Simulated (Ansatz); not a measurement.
# A vacancy of C at several sites of C(110) slab, H on the bottom face, stepped (108 atoms)

Aim: make a vacancy of C at several sites of C(110) slab, H on the bottom face, stepped (108 atoms), relax each, and compare their energies.

Program: Ansatz 0.2.0. Level of theory: Kohn-Sham DFT, RPBE+D3(BJ), PAW (set soft_2), plane waves. Values are calculated unless marked as measured.

**1. The starting structure**

The cell holds 108 atoms: 84 C and 24 H. Its edges and angles: a = 10.089 Å, b = 10.701 Å, c = 14.673 Å, α = 90.0°, β = 90.0°, γ = 90.0°. It derives from C (diamond-structure). Diamond-structure C (a = 3.567 Å), (110) slab of 4 atomic planes, 4 x 3 surface cells, H on the broken bonds of the bottom face, 10 Å of vacuum; the top repeat layer removed from part of the cell (two steps); displaced by a Gaussian of 0.02 Å. Regions: slab, 84 atoms (84 C); hydrogen, 24 atoms (24 H). Vacuum lies along c.

Limits known from the start: The main run has no spin polarisation, so any moments at edges, vacancies or dangling bonds can't form in it. The Brillouin zone is sampled at Γ only, in a cell whose shortest periodic width is 10 Å. 65 of the 108 atoms are held fixed where they were built.

**2. Single point at the start**

The forces at the start show how far the geometry lies from a minimum of this functional.

Input file input.yaml:

```yaml
crystal:
  lattice:
    - [10.089, 0.0, 0.0]
    - [0.0, 10.701, 0.0]
    - [0.0, 0.0, 14.67336]
  atoms:
    - { symbol: C, position: [0.87196, 0.17091, 0.40237] }
    - { symbol: C, position: [0.00066, 0.08152, 0.40105] }
    - { symbol: C, position: [0.99597, 0.00215, 0.48753] }
    - { symbol: C, position: [0.87532, 0.25287, 0.48788] }
    - { symbol: C, position: [0.87518, 0.16563, 0.57162] }
    - { symbol: C, position: [1.0e-05, 0.08638, 0.57301] }
    - { symbol: C, position: [0.99995, 0.00031, 0.65766] }
    - { symbol: C, position: [0.12378, 0.16504, 0.40056] }
    - { symbol: C, position: [0.25032, 0.08581, 0.40153] }
    - { symbol: C, position: [0.25207, 0.99929, 0.48953] }
    - { symbol: C, position: [0.12239, 0.25211, 0.48829] }
    - { symbol: C, position: [0.12324, 0.17155, 0.57431] }
    - { symbol: C, position: [0.24865, 0.08671, 0.57276] }
    - { symbol: C, position: [0.25011, 0.99884, 0.65971] }
    - { symbol: C, position: [0.12383, 0.25253, 0.65846] }
    - { symbol: C, position: [0.87714, 0.5017, 0.40278] }
    - { symbol: C, position: [0.00106, 0.4153, 0.40157] }
    - { symbol: C, position: [0.99851, 0.33287, 0.49041] }
    - { symbol: C, position: [0.87325, 0.58572, 0.48732] }
    - { symbol: C, position: [0.87288, 0.5008, 0.57493] }
    - { symbol: C, position: [0.99983, 0.41706, 0.57374] }
    - { symbol: C, position: [0.99867, 0.33538, 0.6555] }
    - { symbol: C, position: [0.37724, 0.16593, 0.401] }
    - { symbol: C, position: [0.49848, 0.0841, 0.40087] }
    - { symbol: C, position: [0.49795, 0.00144, 0.49027] }
    - { symbol: C, position: [0.37198, 0.2532, 0.48627] }
    - { symbol: C, position: [0.37437, 0.16997, 0.57271] }
    - { symbol: C, position: [0.4993, 0.08122, 0.57317] }
    - { symbol: C, position: [0.37422, 0.25035, 0.65738] }
    - { symbol: C, position: [0.12386, 0.4978, 0.4036] }
    - { symbol: C, position: [0.24842, 0.41324, 0.40102] }
    - { symbol: C, position: [0.24767, 0.33643, 0.48759] }
    - { symbol: C, position: [0.12476, 0.58727, 0.48645] }
    - { symbol: C, position: [0.1258, 0.50166, 0.57405] }
    - { symbol: C, position: [0.25101, 0.41823, 0.57369] }
    - { symbol: C, position: [0.25301, 0.33611, 0.66014] }
    - { symbol: C, position: [0.1243, 0.58414, 0.65952] }
    - { symbol: C, position: [0.87344, 0.83341, 0.40202] }
    - { symbol: C, position: [0.99751, 0.7503, 0.4034] }
    - { symbol: C, position: [0.00414, 0.6669, 0.48675] }
    - { symbol: C, position: [0.87613, 0.91776, 0.48814] }
    - { symbol: C, position: [0.87515, 0.83384, 0.57194] }
    - { symbol: C, position: [0.99882, 0.75194, 0.57031] }
    - { symbol: C, position: [0.99876, 0.66581, 0.66074] }
    - { symbol: C, position: [0.62577, 0.16876, 0.40049] }
    - { symbol: C, position: [0.74973, 0.08305, 0.40107] }
    - { symbol: C, position: [0.74858, 0.00034, 0.48645] }
    - { symbol: C, position: [0.62613, 0.24904, 0.48464] }
    - { symbol: C, position: [0.62588, 0.16177, 0.57122] }
    - { symbol: C, position: [0.7488, 0.08347, 0.57159] }
    - { symbol: C, position: [0.37442, 0.50248, 0.40191] }
    - { symbol: C, position: [0.50263, 0.42252, 0.39981] }
    - { symbol: C, position: [0.49802, 0.3332, 0.48671] }
    - { symbol: C, position: [0.37483, 0.58623, 0.48826] }
    - { symbol: C, position: [0.37648, 0.50012, 0.57362] }
    - { symbol: C, position: [0.49771, 0.41789, 0.57352] }
    - { symbol: C, position: [0.37573, 0.58313, 0.66006] }
    - { symbol: C, position: [0.12521, 0.83274, 0.40216] }
    - { symbol: C, position: [0.2517, 0.75177, 0.40071] }
    - { symbol: C, position: [0.25244, 0.66441, 0.4864] }
    - { symbol: C, position: [0.12255, 0.92042, 0.48852] }
    - { symbol: C, position: [0.12669, 0.83624, 0.57228] }
    - { symbol: C, position: [0.2509, 0.75329, 0.57243] }
    - { symbol: C, position: [0.24893, 0.66227, 0.65606] }
    - { symbol: C, position: [0.12552, 0.91163, 0.66036] }
    - { symbol: C, position: [0.62417, 0.49822, 0.40237] }
    - { symbol: C, position: [0.75087, 0.41843, 0.40099] }
    - { symbol: C, position: [0.75086, 0.33125, 0.48668] }
    - { symbol: C, position: [0.62457, 0.58291, 0.48611] }
    - { symbol: C, position: [0.62153, 0.49923, 0.57111] }
    - { symbol: C, position: [0.75007, 0.41588, 0.57419] }
    - { symbol: C, position: [0.37246, 0.83605, 0.40213] }
    - { symbol: C, position: [0.49738, 0.74964, 0.4017] }
    - { symbol: C, position: [0.49662, 0.66966, 0.48741] }
    - { symbol: C, position: [0.37554, 0.91596, 0.48567] }
    - { symbol: C, position: [0.37165, 0.83388, 0.57654] }
    - { symbol: C, position: [0.49811, 0.74825, 0.57454] }
    - { symbol: C, position: [0.37439, 0.91702, 0.65976] }
    [... 24 atom lines left out ...]
    - { symbol: H, position: [0.62509, 0.5557, 0.34049] }
    - { symbol: H, position: [0.74727, 0.359, 0.34115] }
    - { symbol: H, position: [0.3736, 0.89176, 0.34221] }
    - { symbol: H, position: [0.49842, 0.69224, 0.33854] }
    - { symbol: H, position: [0.62335, 0.89152, 0.34081] }
    - { symbol: H, position: [0.75033, 0.69184, 0.34051] }
kpoints:
  mp_grid: { grid: [1, 1, 1] }
hamiltonian:
  xc: rpbe
  dispersion: d3bj
scf:
  occupations: { method: gaussian, width: 0.025 }
output:
  forces: true
```

Run with:

```console
$ ansatz run input.yaml --threads 4 --pin off --max-ram 8192MiB --backend cpu --events-out ev --progress --plain --runs-dir out
```

Log:

```text
[...]
Pseudopotentials: kind: paw
Pseudopotential: C, paw, valence charge 4, recommended cutoff 420 eV (normal), C.paw.azcp
Pseudopotential: H, paw, valence charge 1, recommended cutoff 420 eV (normal), H.paw.azcp
[... 5 lines on functional and potentials left out ...]
Crystal: 108 atoms, lattice volume = 1584.171 Å³
Basis set: ecut = 420 eV, 30983 PW (Γ), exchange–correlation on 144×144×200 points (8 copies of the dense FFT grid, shifted against one another)
Bands: 288, of which v1, the nominal top of the filled ones, is band 180 counted from 1 (179 counted from 0)
Symmetry: 1 space group operations
Space group: P1 (ITA 1), of the structure as read, at distance tolerance 1.2e-4 Å
k-points: 1
[... 6 lines on functional and potentials left out ...]
Initial density: superposition of atomic densities (neutral atoms: chi_scale 0, normalization atom), corrected by the library's trained network
Initial wavefunctions: pseudopotential atomic-orbital guess
[...]
SCF iter   1: F=—  HF=-21553.013700 eV  |F-HF|=—  |Δ(HF+E_count)|=         —  Δρ=1.51e-2  dr2=1.68e1  ethr=1.77e-3  ⟨swp⟩=7.0  Hψ=1464  notcnv=0  defer=80
preconditioner: auto → LDOS  [insulator: Δε(μ)=0.083 eV  Ē_g=14.813 eV  σ=0.025 eV  W_gap=0.98  n_scr=244 (ndim 8)  ℏωp=17.7 eV  f_vac=0.527  D(μ)=5.72/eV (n_scr^D=14)  ε∞_Penn≈2.4  β→1.0]
SCF iter   2: F=—  HF=-21551.620228 eV  |F-HF|=—  |Δ(HF+E_count)|=    1.39e0  Δρ=1.20e-2  dr2=6.47e0  ethr=1.77e-3  ⟨swp⟩=3.0  Hψ=487  notcnv=0  defer=100
SCF iter   3: F=—  HF=-21551.140533 eV  |F-HF|=—  |Δ(HF+E_count)|=   4.80e-1  Δρ=4.07e-3  dr2=7.37e-1  ethr=1.77e-3  ⟨swp⟩=3.0  Hψ=370  notcnv=0  defer=27
automatic band count: iteration 3 solves 215 bands in place of 288: the levels show a gap, and the empty bands left out lie too high to hold charge; the band table lists the bands solved (type scf.n_extra_bands for more)
SCF iter   4: F=—  HF=-21551.099422 eV  |F-HF|=—  |Δ(HF+E_count)|=   4.11e-2  Δρ=2.53e-3  dr2=2.50e-1  ethr=2.05e-4  ⟨swp⟩=5.0  Hψ=617  notcnv=0  defer=100
automatic band count: iteration 4 solves 288 bands in place of 215: the levels no longer show a gap clear of their residuals, so the SCF keeps every band
SCF iter   5: F=—  HF=-21551.079034 eV  |F-HF|=—  |Δ(HF+E_count)|=   2.04e-2  Δρ=1.93e-3  dr2=1.39e-1  ethr=6.94e-5  ⟨swp⟩=2.0  Hψ=404  notcnv=0  defer=100
SCF iter   6: F=—  HF=-21551.070113 eV  |F-HF|=—  |Δ(HF+E_count)|=   8.92e-3  Δρ=1.15e-3  dr2=4.91e-2  ethr=3.85e-5  ⟨swp⟩=3.0  Hψ=339  notcnv=0  defer=100
[...]
SCF iter  21: F=—  HF=-21551.066817 eV  |F-HF|=—  |Δ(HF+E_count)|=   1.04e-8  Δρ=1.90e-6  dr2=1.12e-7  ethr=7.41e-11  ⟨swp⟩=2.0  Hψ=204  notcnv=0  defer=100
SCF iter  22: F=-21551.066817 eV  HF=-21551.066817 eV  |F-HF|=3.09e-8  |Δ(HF+E_count)|=   1.05e-8  Δρ=1.33e-6  dr2=5.28e-8  ethr=2.78e-11  ⟨swp⟩=3.0  Hψ=644  notcnv=0
WARN: dispersion: an atom stands within reach of a switch of its C6 between two reference coordination numbers of its element: through that C6 alone, e_disp changes by 0.025 eV or more while the distances to its neighbours run over a stretch of 0.05 Å that contains this geometry (sites counted from 0 in the run's list of atoms or, [...]
SCF 1 converged in 22 iterations: F = -21551.066817 eV  dr2 = 5.28e-8
[...]
SCF converged after 22 iterations
Free energy (F): -21551.066817 eV
Harris-Foulkes:  -21551.066817 eV  (|F-HF|=3.09e-8)
Internal energy: -21551.034961 eV  (E = F + TS)
E sigma→0 (E₀):  -21551.050889 eV
Entropy (-TS):   -0.031856 eV (-0.295 meV/atom)
Fermi energy:    1.444934 eV
--- Per-component energies (eV) ---
[...]
Σ components = -21551.066817   (vs F -21551.066817, Δ=0.00e0)
--- Forces (eV/Å), atoms counted from 1 ---
  atom   1  C      1.39019655    -2.91595569    -0.08326680
  atom   2  C     -1.08235943     2.74783733     0.99887741
  atom   3  C      1.85754626    -0.76680732    -0.50987998
  atom   4  C     -0.51360875    -0.79066366     0.51926319
[...]
atom 108  H      0.02904940    -0.02371622    -0.00114491
  max |Σ_I F_I| component: 1.99e-5 eV/Å
```

It took 13 s on 4 threads of Intel Xeon Platinum 8488C (Sapphire Rapids), shared host; peak memory 1.6 GiB; 47 s of CPU time.

The column dr2 measures how far the density is from self-consistency, as an energy; F and HF (Harris–Foulkes) agree once it is small.

The program notes that the dispersion model switches parameters near this geometry.

The r.m.s. force at the start is 1.5 eV/Å.

**3. Relaxation**

With the cell held, the atoms are moved downhill towards a nearby minimum.

Input file input.yaml:

```yaml
crystal:
  lattice:
    - [10.089, 0.0, 0.0]
    - [0.0, 10.701, 0.0]
    - [0.0, 0.0, 14.67336]
  atoms:
    [... the 108 atom lines of step 2 ...]
kpoints:
  mp_grid: { grid: [1, 1, 1] }
hamiltonian:
  xc: rpbe
  dispersion: d3bj
scf:
  occupations: { method: gaussian, width: 0.025 }
output:
  forces: true
relax:
  f_tol: 0.05
  max_steps: 120
  constraints:
    - { sites: [0, 1, 2, 3, 7, 8, 15, 16, 18, 22, 23, 25, 29, 30, 31, 32, 37, 38, 39, 40, 44, 45, 46, 47, 50, 51, 52, 57, 58, 59, 65, 66, 67, 68, 71, 72, 73, 74, 78, 79, 80, 84, 85, 86, 87, 88, 89, 90, 91, 92, 93, 94, 95, 96, 97, 98, 99, 100, 101, 102, 103, 104, 105, 106, 107], fix: xyz }
```

Log:

```text
[...]
Crystal: 108 atoms, lattice volume = 1584.171 Å³
Basis set: ecut = 420 eV, 30983 PW (Γ), exchange–correlation on 144×144×200 points (8 copies of the dense FFT grid, shifted against one another)
Bands: 288, of which v1, the nominal top of the filled ones, is band 180 counted from 1 (179 counted from 0)
Symmetry: 1 space group operations
[...]
k-points: 1
[...]
SCF iter   1: F=—  HF=-21553.013700 eV  |F-HF|=—  |Δ(HF+E_count)|=         —  Δρ=1.51e-2  dr2=1.68e1  ethr=1.77e-3  ⟨swp⟩=7.0  Hψ=1464  notcnv=0  defer=80
[...]
SCF iter  13: F=—  HF=-21551.066805 eV  |F-HF|=—  |Δ(HF+E_count)|=   2.51e-7  Δρ=5.31e-5  dr2=9.12e-5  ethr=5.85e-8  ⟨swp⟩=1.0  Hψ=188  notcnv=0  defer=100
SCF iter  14: F=-21551.066789 eV  HF=-21551.066812 eV  |F-HF|=2.22e-5  |Δ(HF+E_count)|=   6.80e-6  Δρ=3.49e-5  dr2=3.84e-5  ethr=1.74e-8  ⟨swp⟩=3.0  Hψ=644  notcnv=0
[...]
SCF 1 converged in 14 iterations: F = -21551.066789 eV  dr2 = 3.84e-5
[...]
relax step   1: F+E_penalty+E_count = -21551.06678935 eV  Δ(F+E_penalty+E_count) = +0.000e0 eV  max|allowed force component| = 5.006e0 eV/Å  Δτ_max = 0.0000 Å  (14 SCF iters, dr2 threshold 6.25e-5 eV, accepted)
[... from here on, the SCF cycles and remarks between the steps are left out ...]
relax step   2: F+E_penalty+E_count = -21558.59577176 eV  Δ(F+E_penalty+E_count) = -7.529e0 eV  max|allowed force component| = 3.434e0 eV/Å  Δτ_max = 0.1949 Å  (9 SCF iters, dr2 threshold 1.00e-4 eV, accepted)
relax step   3: F+E_penalty+E_count = -21561.61702822 eV  Δ(F+E_penalty+E_count) = -3.021e0 eV  max|allowed force component| = 3.539e0 eV/Å  Δτ_max = 0.1986 Å  (8 SCF iters, dr2 threshold 1.00e-4 eV, accepted)
relax step   4: F+E_penalty+E_count = -21561.86201629 eV  Δ(F+E_penalty+E_count) = -2.450e-1 eV  max|allowed force component| = 1.906e0 eV/Å  Δτ_max = 0.1364 Å  (8 SCF iters, dr2 threshold 1.00e-4 eV, accepted)
relax step   5: F+E_penalty+E_count = -21560.12509538 eV  Δ(F+E_penalty+E_count) = +1.737e0 eV  max|allowed force component| = 5.250e0 eV/Å  Δτ_max = 0.2000 Å  (8 SCF iters, dr2 threshold 1.00e-4 eV, rejected (line search))
relax step   6: F+E_penalty+E_count = -21562.44842161 eV  Δ(F+E_penalty+E_count) = -5.864e-1 eV  max|allowed force component| = 3.123e-1 eV/Å  Δτ_max = 0.0828 Å  (13 SCF iters, accepted)
relax step   7: F+E_penalty+E_count = -21562.46805046 eV  Δ(F+E_penalty+E_count) = -1.963e-2 eV  max|allowed force component| = 9.201e-2 eV/Å  Δτ_max = 0.0157 Å  (7 SCF iters, dr2 threshold 6.10e-6 eV, accepted)
relax step   8: F+E_penalty+E_count = -21562.42767922 eV  Δ(F+E_penalty+E_count) = +4.037e-2 eV  max|allowed force component| = 6.373e-1 eV/Å  Δτ_max = 0.0989 Å  (11 SCF iters, rejected (line search))
relax step   9: F+E_penalty+E_count = -21562.47220071 eV  Δ(F+E_penalty+E_count) = -4.150e-3 eV  max|allowed force component| = 3.022e-2 eV/Å  Δτ_max = 0.0204 Å  (11 SCF iters, accepted)
dispersion: the relaxed geometry stands within reach of a switch of an atom's C6, across which e_disp changes (each atom's share, over what another start of this relaxation can change, on this fixed cell, each atom moved by 0.025 Å at the most, [...]
SCF converged after 11 iterations
Free energy (F): -21562.472201 eV
[...]
Internal energy: -21562.472201 eV  (E = F + TS)
E sigma→0 (E₀):  -21562.472201 eV
Fermi energy:    1.995767 eV
[...]
Σ components = -21562.472201   (vs F -21562.472201, Δ=0.00e0)
--- Forces (eV/Å), atoms counted from 1 ---
  atom   1  C      1.20391366    -2.95069039    -0.10151780
  atom   2  C     -1.05761748     2.75035681     1.07493766
  atom   3  C      1.52412771    -0.83428283    -1.58699049
  atom   4  C      0.46186510    -0.23282894    -1.22647072
[...]
atom 108  H      0.00161504     0.00059829     0.02442135
  max |Σ_I F_I| component: 1.20e-4 eV/Å
--- Relaxed structure (9 steps of the walk, 7 accepted, 0 SCFs on fresh bases) ---
  F+E_penalty+E_count = -21562.47220071 eV   max|allowed force component| = 3.022e-2 eV/Å
  atoms:
    - { symbol: C, position: [0.87196, 0.17091, 0.402370] }
    - { symbol: C, position: [0.00066, 0.08152, 0.401050] }
    - { symbol: C, position: [0.995970, 0.00215, 0.48753] }
    - { symbol: C, position: [0.87532, 0.25287, 0.487880] }
[...]
- { symbol: H, position: [0.750330, 0.69184, 0.34051] }
```

Wall time 64 s (4 threads); peak memory 1.7 GiB.

Notices of the run: relaxed geometry near dispersion switch.

The relaxation converged after 9 steps, 11.4 eV below its start, with a largest force component of 0.030 eV/Å on the free atoms.

[end of part 1 of 4]

[Long decimals in the printed logs are rounded to 6 places.]

[Logs are printed without paths, hosts, clocks, repeated set-up lines and the standing remarks that a program may print on its own settings, such as how far it seeks lower states.]

[Hosts, paths, dates, database ids (printed as entryN), source tags and the programs' standing remarks are cut or masked in the printed files.]
